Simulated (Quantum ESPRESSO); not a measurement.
# MnO2: which shell does photoemission see at 21.2 and 150 eV? (PBE)

The valence band of MnO2 mixes several shells. Work out by hand which one leads the spectrum's area at each photon energy.

Filled states come from the projected DOS of Quantum ESPRESSO 7.5 (PBE, plane waves); cross sections σ and asymmetry parameters β are those of free atoms in a Dirac–Hartree–Slater calculation. A shell's area is states × σ × angular factor, which is 1 + β·P₂(cos θ) for linear light, with θ = 30° from the polarisation and P₂ = 0.625.

**At 21.2 eV** (states counted from 11.2 eV below the zero; other shells add 0.19 to the products' sum of 87):

```
shell  filled states a cell  cross section (Mb an electron)      β  angular factor  product  share by hand (%)  share in the simulated spectrum (%)
Mn 3d                  9.82                            1.16  -0.13            0.92     10.5                 12                                   12
 O 2s                  0.23                               0   0.00            1.00        0                  0                                    0
 O 2p                 18.56                            2.73   0.81            1.51     76.3                 88                                   88
```

**At 150 eV** (states counted from 21.7 eV below the zero; other shells add 0.047 to the products' sum of 11.1):

```
shell  filled states a cell  cross section (Mb an electron)     β  angular factor  product  share by hand (%)  share in the simulated spectrum (%)
Mn 3d                 10.19                           0.321  1.08            1.67     5.47                 49                                   49
 O 2s                  6.33                           0.148  2.00            2.25     2.11                 19                                   19
 O 2p                 18.59                          0.0983  1.46            1.91      3.5                 31                                   31
```

O 2p leads at 21.2 eV and Mn 3d at 150 eV. Between the two energies σ of O 2p changes by a factor 0.036 and that of Mn 3d by 0.28, so their ratio moves 7.7-fold in favour of the second. The simulated spectrum uses the same rule on the energy-resolved DOS, so the two share columns agree within a few points.

Only crystals where the two columns agree within 4 points and the lead is clear are worked in this form. Free-atom cross sections ignore the solid's final states, no escape depth or background enters, and the count of states a shell hangs on the projection.

[Logs are printed without paths, hosts, clocks, repeated set-up lines and the standing remarks that a program may print on its own settings, such as how far it seeks lower states.]
